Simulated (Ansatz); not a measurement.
# Na4TlCl5: complex band structure, part 3 of 3

A new crystal, Na4TlCl5: structure, gap and complex bands. It is built by putting Tl for K in the KNa4Cl5 structure of space group I4/mmm, with the volume rescaled by atomic radii. The parent structure comes from the Materials Project.

Ansatz 0.2.0; LDA DFT, plane waves, PAW files (the session's first sound run).

So far, gap on the k-mesh (eV): step 3 (the bulk crystal and its band edges) 1.94; step 4 (complex bands, plane (001), k-mesh 6×6×6) 1.94.

The structure was built from a prototype and need not be the compound's stable phase.

## (6) Band edges at another level

This step: PBEsol DFT, plane waves, PAW files (Ansatz 0.2.0).

The edges again with PBEsol, at the same atoms.

input.yaml

```yaml
crystal:
  lattice:
    - [-2.0280164495, 2.0280164495, 14.0645173826]
    - [2.0280164495, -2.0280164495, 14.0645173826]
    - [2.0280164495, 2.0280164495, -14.0645173826]
  atoms:
    - { symbol: Tl, position: [0.0, 0.0, 0.0] }
    - { symbol: Na, position: [0.3951940825, 0.3951940825, 0.0] }
    - { symbol: Na, position: [0.7968988334, 0.7968988334, 0.0] }
    - { symbol: Na, position: [0.2031011666, 0.2031011666, 0.0] }
    - { symbol: Na, position: [0.6048059175, 0.6048059175, 0.0] }
    - { symbol: Cl, position: [0.1080624597, 0.1080624597, 0.0] }
    - { symbol: Cl, position: [0.5, 0.5, 0.0] }
    - { symbol: Cl, position: [0.8919375403, 0.8919375403, 0.0] }
    - { symbol: Cl, position: [0.298492437, 0.298492437, 0.0] }
    - { symbol: Cl, position: [0.701507563, 0.701507563, 0.0] }
kpoints:
  mp_grid: { grid: [8, 8, 8] }
  band_path: { path: [VBM, CBM], npoints: 30 }
scf:
  occupations: { method: fixed }
hamiltonian:
  xc: pbesol
output:
  eigenvalues: true
```

Launch:

```sh
$ ansatz run input.yaml --threads 2 --pin off --max-ram 4096MiB --backend cpu --events-out ev --progress --plain --runs-dir out
```

Numbers of over 12 decimals in the logs are rounded to 6 here.

Output:

```text
[...]
Crystal: 10 atoms, lattice volume = 231.381 Å³
Basis set: ecut = 420 eV, 4507 PW (Γ), FFT grids on a1+a3, a2+a3, a3
Bands: 52, of which v1, the nominal top of the filled ones, is band 42 counted from 1 (41 counted from 0)
Symmetry: 16 space group operations
[...]
k-points: 59 of 512
[...]
SCF iter   1: F=—  HF=-22519.015102 eV  |F-HF|=—  |Δ(HF+E_count)|=         —  Δρ=4.28e-3  dr2=6.31e-2  ethr=1.77e-3  ⟨swp⟩=4.9  Hψ=10360  notcnv=0  defer=451
[...]
SCF iter   7: F=-22518.991464 eV  HF=-22518.991464 eV  |F-HF|=2.12e-9  |Δ(HF+E_count)|=   5.78e-8  Δρ=2.24e-6  dr2=8.79e-9  ethr=1.19e-10  ⟨swp⟩=12.9  Hψ=12957  notcnv=0
SCF 1 converged in 7 iterations: F = -22518.991464 eV  dr2 = 8.79e-9
[...]
SCF converged after 7 iterations
Free energy (F): -22518.991464 eV
[...]
Internal energy: -22518.991464 eV  (E = F + TS)
E sigma→0 (E₀):  -22518.991464 eV
Fermi energy:    4.565442 eV
[...]
--- Band table (eV; the first three rows and the last of 59) ---
  k-point 0: bands = [... 38 lower, 1.7147, 1.8674, 1.8674, 1.9859, 7.1746, 7.7045, 8.6423, 9.3370, ... 6 higher]
  k-point 1: bands = [... 38 lower, 1.6621, 1.7417, 1.7783, 2.6867, 7.7779, 7.8425, 8.8116, 9.6228, ... 6 higher]
  k-point 2: bands = [... 38 lower, 1.5770, 1.6127, 1.6665, 3.5435, 7.8767, 8.0562, 9.0860, 9.6523, ... 6 higher]
  k-point 58: bands = [... 38 lower, 1.6498, 1.8625, 1.8625, 2.1835, 7.0671, 7.7700, 8.7842, 9.4063, ... 6 higher]
```

It took 36 s on 2 threads of AMD EPYC 7R13 (Zen 3), shared host; peak memory 0.79 GiB; 70 s of CPU time.

Numbers from this step:

| Quantity | Value |
| --- | --- |
| free energy | -22518.9915 eV |
| Fermi energy | 4.565 eV |
| gap on the k-mesh | 1.989 eV |
| gap on path | 1.989 eV, by band count; negative where bands overlap |
| direct gap on path | 1.989 eV |

The electronic bands at the labelled points (eV, zero at the Fermi level (highest filled level under fixed occupations); v1 is the highest filled band, c1 the lowest empty one):

```tsv
point	v4	v3	v2	v1	c1	c2	c3	c4
VBM	-2.94	-2.94	-2.94	0.00	1.99	2.92	4.36	4.70
halfway	-2.94	-2.94	-2.94	0.00	1.99	2.92	4.36	4.70
CBM	-2.94	-2.94	-2.94	0.00	1.99	2.92	4.36	4.70
```

The searched edges give 1.99 eV, as on the mesh.

For the gap on the k-mesh, step 3 gave 1.94 eV; this run, with PBEsol, gives 1.99 eV.

## (7) Complex bands at another level

This step: PBEsol DFT, plane waves, PAW files; complex bands by layer matching along the plane's normal (Ansatz 0.2.0).

The complex bands at that level, over its own gap, at (0, 0) and (-0.5, 0).

input.yaml

```yaml
crystal:
  lattice:
    - [4.056032899, 0.0, 0.0]
    - [0.0, 4.056032899, 0.0]
    - [2.02801645, 2.02801645, 14.064517383]
  atoms:
    - { symbol: Tl, position: [0.0, 0.0, 0.0] }
    - { symbol: Na, position: [0.6048059175, 0.6048059175, 0.790388165] }
    - { symbol: Na, position: [0.2031011666, 0.2031011666, 0.5937976668] }
    - { symbol: Na, position: [0.7968988334, 0.7968988334, 0.4062023332] }
    - { symbol: Na, position: [0.3951940825, 0.3951940825, 0.209611835] }
    - { symbol: Cl, position: [0.8919375403, 0.8919375403, 0.2161249194] }
    - { symbol: Cl, position: [0.5, 0.5, 0.0] }
    - { symbol: Cl, position: [0.1080624597, 0.1080624597, 0.7838750806] }
    - { symbol: Cl, position: [0.701507563, 0.701507563, 0.596984874] }
    - { symbol: Cl, position: [0.298492437, 0.298492437, 0.403015126] }
kpoints:
  mp_grid: { grid: [6, 6, 6] }
scf:
  occupations: { method: fixed }
hamiltonian:
  xc: pbesol
output:
  eigenvalues: true
  transmission:
    leads: [[0, 0]]
    kpoints: [[0.0, 0.0], [-0.5, 0.0]]
    e_range: [-1.0, 2.99]
    de: 0.08
```

Output:

```text
[...]
Crystal: 10 atoms, lattice volume = 231.381 Å³
Basis set: ecut = 420 eV, 4507 PW (Γ)
Bands: 52, of which v1, the nominal top of the filled ones, is band 42 counted from 1 (41 counted from 0)
Symmetry: 16 space group operations
[...]
k-points: 30 of 216
[...]
SCF iter   1: F=—  HF=-22519.014268 eV  |F-HF|=—  |Δ(HF+E_count)|=         —  Δρ=4.27e-3  dr2=6.30e-2  ethr=1.77e-3  ⟨swp⟩=4.9  Hψ=5218  notcnv=0  defer=230
[...]
SCF iter   7: F=-22518.990463 eV  HF=-22518.990463 eV  |F-HF|=2.05e-9  |Δ(HF+E_count)|=   5.58e-8  Δρ=2.25e-6  dr2=8.80e-9  ethr=1.19e-10  ⟨swp⟩=12.9  Hψ=6585  notcnv=0
SCF 1 converged in 7 iterations: F = -22518.990463 eV  dr2 = 8.80e-9
[...]
transmission: 21 of 42 steps passed
transmission: 42 of 42 steps passed
SCF converged after 7 iterations
Free energy (F): -22518.990463 eV
[...]
Internal energy: -22518.990463 eV  (E = F + TS)
E sigma→0 (E₀):  -22518.990463 eV
Fermi energy:    4.566113 eV
[...]
--- Band table (eV; the first three rows and the last of 30) ---
  k-point 0: bands = [... 38 lower, 1.7148, 1.8674, 1.8674, 1.9861, 7.1747, 7.7047, 8.6424, 9.3371, ... 6 higher]
  k-point 1: bands = [... 38 lower, 1.6380, 1.8663, 1.8663, 2.0585, 7.1441, 7.7263, 8.6682, 9.3667, ... 6 higher]
  k-point 2: bands = [... 38 lower, 1.6460, 1.8638, 1.8638, 2.1490, 7.0909, 7.7583, 8.7376, 9.4119, ... 6 higher]
  k-point 29: bands = [... 38 lower, 1.1605, 1.3029, 1.3133, 2.1481, 8.9910, 9.2666, 9.6629, 9.6868, ... 6 higher]
--- Transmission ---
  basis      : 145 plane waves across, 21 finite elements along
  points     : 2, as listed
[...]
channels       : 0.000000e0 a spin
[...]
slowest decay  : 0.3618 /Å at (0.0000, 0.0000)
```

The job ended after 34 s (2 threads; peak memory 0.65 GiB).

This step gave:

```yaml
free_energy: -22518.9905 eV
fermi_energy: 4.566 eV
level_to_which_the_leads_are_filled: 0.9944 eV from the Fermi level
decay_constant_at_the_filling_level_zone_centre: 0.3618 Å⁻¹
decay_constant_at_the_filling_level_slowest_listed_point: 0.3618 Å⁻¹
```

K parallel (0, 0); values up to 1.281 1/Å, a degenerate pair printed once or twice; energies at which all values exceed this have no row. Im kz of the slowest decaying states against energy, zero at the highest filled level on the SCF mesh:

```tsv
energy (eV)	decay 1 (Å⁻¹)	decay 2 (Å⁻¹)	decay 3 (Å⁻¹)	decay 4 (Å⁻¹)
-1.00	0.350	0.633	0.978	-
-0.84	0.360	0.628	1.10	-
-0.60	0.371	0.619	1.02	-
-0.44	0.376	0.612	0.985	-
-0.20	0.381	0.601	0.961	1.28
-0.04	0.383	0.593	0.951	1.25
0.20	0.384	0.580	0.940	1.22
0.36	0.382	0.571	0.934	1.20
0.60	0.377	0.555	0.926	1.17
0.76	0.372	0.545	0.920	1.15
0.92	0.366	0.533	0.915	1.12
1.16	0.353	0.515	0.907	1.09
1.32	0.341	0.503	0.901	1.07
1.56	0.320	0.482	0.892	1.03
1.72	0.302	0.468	0.886	1.01
1.96	0.267	0.445	0.876	0.971
2.12	0.235	0.428	0.869	0.946
2.36	0.158	0.400	0.858	0.906
2.52	0.380	0.850	0.879	-
2.76	0.117	0.344	0.837	0.838
2.92	0.128	0.314	0.808	0.828
```

K parallel (-0.5, 0); values up to 1.281 1/Å, a degenerate pair printed once or twice; energies at which all values exceed this have no row. Table of Im kz of the slowest decaying states by energy, zero at the highest filled level on the SCF mesh:

```tsv
energy (eV)	decay 1 (Å⁻¹)	decay 2 (Å⁻¹)	decay 3 (Å⁻¹)
-1.00	0.567	0.940	1.12
-0.84	0.593	0.901	1.12
-0.60	0.619	0.849	1.11
-0.44	0.571	0.876	1.11
-0.28	0.539	0.881	1.11
-0.04	0.453	0.877	1.10
0.12	0.483	0.871	1.09
0.28	0.504	0.865	1.08
0.52	0.511	0.853	1.07
0.68	0.510	0.845	1.06
0.84	0.505	0.836	1.05
1.08	0.493	0.822	1.04
1.24	0.481	0.813	1.03
1.40	0.467	0.803	1.02
1.64	0.435	0.788	1.00
1.80	0.403	0.778	0.988
1.96	0.324	0.768	0.976
2.20	0.373	0.752	0.957
2.36	0.375	0.741	0.943
2.52	0.366	0.730	0.929
2.76	0.329	0.712	0.906
2.92	0.119	0.701	0.891
```

At +1.00 eV, the grid energy nearest the filling level (the middle of the gap on the SCF mesh), the slowest state at the listed wavevectors decays with κ = 0.362 Å⁻¹, its amplitude falling by e over 2.8 Å; the first such run, plane (001), gave 0.355 Å⁻¹ over as many of its listed wavevectors.

## (8) Summary of results

```yaml
band_gap: 1.94 eV
least_decay_constant_at_mid_gap_normal_to_001: 0.355 Å⁻¹
least_decay_constant_on_a_mesh_normal_to_001: 0.356 Å⁻¹
least_decay_constant_pbesol: 0.362 Å⁻¹
```

What this shows: With LDA, the slowest decay at the wavevectors tried is κ = 0.355 Å⁻¹, normal to (001). Through such a film the transmission near mid-gap falls as exp(−2κd), a factor of ten every 3.2 Å. A free electron under a barrier of half the gap would need a mass of 0.49 mₑ to decay at this rate. With PBEsol the gap goes from 1.94 to 1.99 eV and the decay constant, over the first 2 listed wavevectors, from 0.355 to 0.362 Å⁻¹. The compound is made up by substitution; its stability against other phases and against distortions of the cell's symmetry was not tested. A semilocal functional narrows gaps, while spin-orbit coupling, left out here, narrows them in compounds of heavy elements, so the error in κ can go either way.

[Logs are printed without paths, hosts, clocks, repeated set-up lines and the standing remarks that a program may print on its own settings, such as how far it seeks lower states.]

[Hosts, paths, dates, database ids (printed as entryN), source tags and the programs' standing remarks are cut or masked in the printed files.]
